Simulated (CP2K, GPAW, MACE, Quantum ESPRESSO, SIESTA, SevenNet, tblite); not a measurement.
# A vacancy of Si in Σ17 (410)[001] symmetric tilt boundary in Si with 25 % Ge, 4 of 16 solute atoms at the boundaries (64 atoms): do the methods agree on the site?

At which of several sites of Σ17 (410)[001] symmetric tilt boundary in Si with 25 % Ge, 4 of 16 solute atoms at the boundaries (64 atoms) does a vacancy of Si cost least, and do cheaper methods find the same site as plane waves?

The results are calculated values.

## (1) Set-up

The cell holds 64 atoms (16 Ge and 48 Si), with edges of 5.54, 11.76 and 22.22 Å. Recipe: Two grains of Si, mirror images, two boundaries a cell, the joint chosen and relaxed with the MACE-MP-0b2 potential; the cell scaled by Vegard's rule for 16 Ge among 64 atoms, 4 of them put at random on the 32 sites nearest the other grain and the rest on the 32 sites farthest from it; atoms relaxed with that potential at fixed cell. Lattice constants are starting values near those of PBE. Then the atoms were relaxed with MACE MPA-0 medium in the fixed cell. Regions: lower grain, 32 atoms; upper grain, 32 atoms.

## (2) The reference input

Quantum ESPRESSO 7.5: Kohn-Sham DFT, PBE, SSSP efficiency 1.3.0 pseudopotentials, plane waves. Its input, pw.in, for the unchanged cell:

```
&control
  calculation = 'scf'
  pseudo_dir = './pseudo'
  outdir = './tmp'
  disk_io = 'none'
  tprnfor = .true.
  tstress = .true.
/
&system
  ibrav = 0
  nat = 64
  ntyp = 2
  ecutwfc = 45
  ecutrho = 360
  nosym = .true.
  occupations = 'smearing'
  smearing = 'fd'
  degauss = 0.003675
/
&electrons
  conv_thr = 3.2e-07
  electron_maxstep = 100
  mixing_beta = 0.2
  mixing_mode = 'local-TF'
  diagonalization = 'david'
/
ATOMIC_SPECIES
Ge 72.630 Ge.upf
Si 28.085 Si.upf
CELL_PARAMETERS angstrom
5.54146 0.00000 0.00000
-2.77073 11.42402 0.00000
0.00000 0.00000 22.21503
ATOMIC_POSITIONS crystal
Ge 0.21410 0.37442 0.98622
Si 0.68566 0.14567 0.03284
Ge 0.75901 0.77940 0.99132
Si 0.41361 0.27337 0.05706
[... 58 atom lines left out ...]
Si 0.60994 0.44177 0.53011
Si 0.08306 0.21530 0.48507
K_POINTS gamma
```

```console
$ OMP_NUM_THREADS=1 mpirun -np 4 pw.x -in pw.in > output.txt
```

The job ended after 2.6 min (4 MPI ranks of Arm Neoverse V1, shared host; peak memory 3.7 GiB).

It converged with an r.m.s. force component of 0.12 eV/Å and a pressure of -2.5 GPa.

## (3) Levels of theory

The levels share the cells and solve them as single points, though not every level runs every cell. CPU time is summed over a level's finished runs, on a host shared with the other runs, so it is rough; the force column is the median over cells of the r.m.s. difference of force components from the reference.

```
                       level                      basis or training data  k-points  runs finished  CPU time  peak memory (GiB)  force difference (meV/Å)
                     QE, PBE     plane waves, SSSP efficiency, 45/360 Ry         Γ         6 of 6    65 min                3.7                 reference
       CP2K double zeta, PBE  DZVP-MOLOPT-SR, GTH-PBE potentials, 350 Ry         Γ         5 of 5    17 min                1.9                        24
       CP2K triple zeta, PBE        TZVP-UZH, GTH-PBE potentials, 350 Ry         Γ         5 of 5    36 min                3.4                        20
               GPAW dzp, PBE                 dzp orbitals, PAW, h 0.18 Å         Γ         5 of 5    27 min                1.7                        31
             SIESTA DZP, PBE    DZP orbitals, shift 0.01 Ry, mesh 300 Ry         Γ         5 of 5    27 min                1.2                        77
CP2K double zeta, PBE+D3(BJ)  DZVP-MOLOPT-SR, GTH-PBE potentials, 350 Ry         Γ         5 of 5    17 min                  2                        48
    CP2K double zeta, PBEsol  DZVP-MOLOPT-SR, GTH-PBE potentials, 350 Ry         Γ         5 of 5    17 min                2.0                        34
    CP2K double zeta, r2SCAN       DZVP-UZH, GTH-SCAN potentials, 600 Ry         Γ         5 of 5     1.5 h                5.8                       107
             tblite GFN1-xTB  tight binding with its own dispersion term         Γ         4 of 5      26 s               0.13                       174
           MACE MPA-0 medium          trained on PBE(+U) plane-wave data         -         6 of 6      51 s               0.78                       140
                  SevenNet 0          trained on PBE(+U) plane-wave data         -         6 of 6      53 s               0.72                       165
```

Runs without a converged result: tblite GFN1-xTB, 1 single point (not converged). A level enters a table below only where it finished every cell that the table needs.

The reference's own r.m.s. force component runs from 125 to 148 meV/Å over these cells. MACE MPA-0 medium relaxed the atoms, so in the cells that it relaxed its own forces are small, and its entry isn't an independent test there.

## (4) The sites

Each changed cell was relaxed with MACE MPA-0 medium before the single points. Neighbours are the site's nearest atoms before the change.

```
site  nearest atoms  their mean distance (Å)  atoms within 6 Å       region  largest move on relaxing (Å)  longest force left in the reference (eV/Å)
Si29          Si3Ge                     2.40                36  lower grain                          0.54                                        0.52
Si50          Si3Ge                     2.40                34  upper grain                          0.50                                        0.55
Si20          Si3Ge                     2.40                37  lower grain                          0.36                                        0.58
Si32            Si4                     2.42                38  lower grain                          0.52                                        0.55
Si27          Si3Ge                     2.42                38  lower grain                          0.35                                        0.52
```

## (5) Site energies

All changed cells hold the same atoms, so within one level their energies compare with no chemical potential. Energies in eV, less that of Si29, the reference's cheapest site; the last column is the largest deviation from the reference once each row's mean is taken off.

```
                       level  Si29  Si50  Si20   Si32  Si27  cheapest  largest deviation
                     QE, PBE  0.00  0.32  0.62   0.63  0.70      Si29                  -
       CP2K double zeta, PBE  0.00  0.33  0.65   0.69  0.72      Si29               0.04
       CP2K triple zeta, PBE  0.00  0.35  0.68   0.69  0.76      Si29               0.04
               GPAW dzp, PBE  0.00  0.36  0.64   0.76  0.81      Si29               0.07
             SIESTA DZP, PBE  0.00  0.32  0.61   0.78  0.79      Si29               0.11
CP2K double zeta, PBE+D3(BJ)  0.00  0.12  0.39   0.66  0.50      Si29               0.15
    CP2K double zeta, PBEsol  0.00  0.29  0.58   0.74  0.71      Si29               0.10
    CP2K double zeta, r2SCAN  0.00  0.46  0.81   0.49  0.73      Si29               0.19
           MACE MPA-0 medium  0.00  0.36  0.50  -0.02  0.39      Si32               0.45
                  SevenNet 0  0.00  0.51  0.52   0.18  0.52      Si29               0.34
```

## (6) Findings

In the reference the cheapest site is Si29 (Si3Ge, lower grain) and the dearest Si27 (Si3Ge, lower grain), 0.70 eV higher. 8 of the 9 other levels pick the same cheapest site; MACE MPA-0 medium picks Si32. CP2K double zeta, PBE follows the reference most closely (0.04 eV at worst) and MACE MPA-0 medium least (0.45 eV).

The other programs at PBE deviate by 0.11 eV at most, the learned potentials by 0.34 to 0.45 eV. The reference's gap of 0.87 eV in the unchanged cell becomes 0.34 eV (Si29), 0.08 eV (Si50), 0.05 eV (Si20), 0.14 eV (Si32) and 0.06 eV (Si27).

Caveats: The geometries are those of MACE MPA-0 medium; forces of up to 0.58 eV/Å remain in the reference, so relaxing in DFT would lower the energies, by amounts that can differ from site to site and can change the order. For MACE MPA-0 medium alone these are relaxed energies. Defects interact with their periodic images. Neighbours of a vacancy can rebond in unlike ways from site to site, which enters the differences. The reference has no spin polarisation, so cut bonds at a vacancy can't carry moments. Only 5 of the 48 Si sites are compared. Learned potentials don't solve for electrons, so the charge or spin state of a defect can't be set in them. The cell is under 6 Å thick along one periodic direction, so every atom has periodic images of itself close by, which move with it. The reference samples only Γ, in a cell whose shortest periodic width is 5 Å. The reference isn't exact: its cutoffs and mesh weren't converged further here. SIESTA's automatically made basis is far from complete, and its potentials were converted by us (checked for H, C, O, Si, Ge and Ca alone). The learned potentials mimic data converged in k, so the sampling error of the reference's coarse mesh counts against them here, while programs on the same mesh share it. Spin–orbit coupling is left out. Where levels are smeared, the DFT runs use Fermi–Dirac occupations at 580 K (0.05 eV), and energies are free energies.

[Logs are printed without paths, hosts, clocks, repeated set-up lines and the standing remarks that a program may print on its own settings, such as how far it seeks lower states.]

[Hosts, paths, dates, database ids (printed as entryN), source tags and the programs' standing remarks are cut or masked in the printed files.]
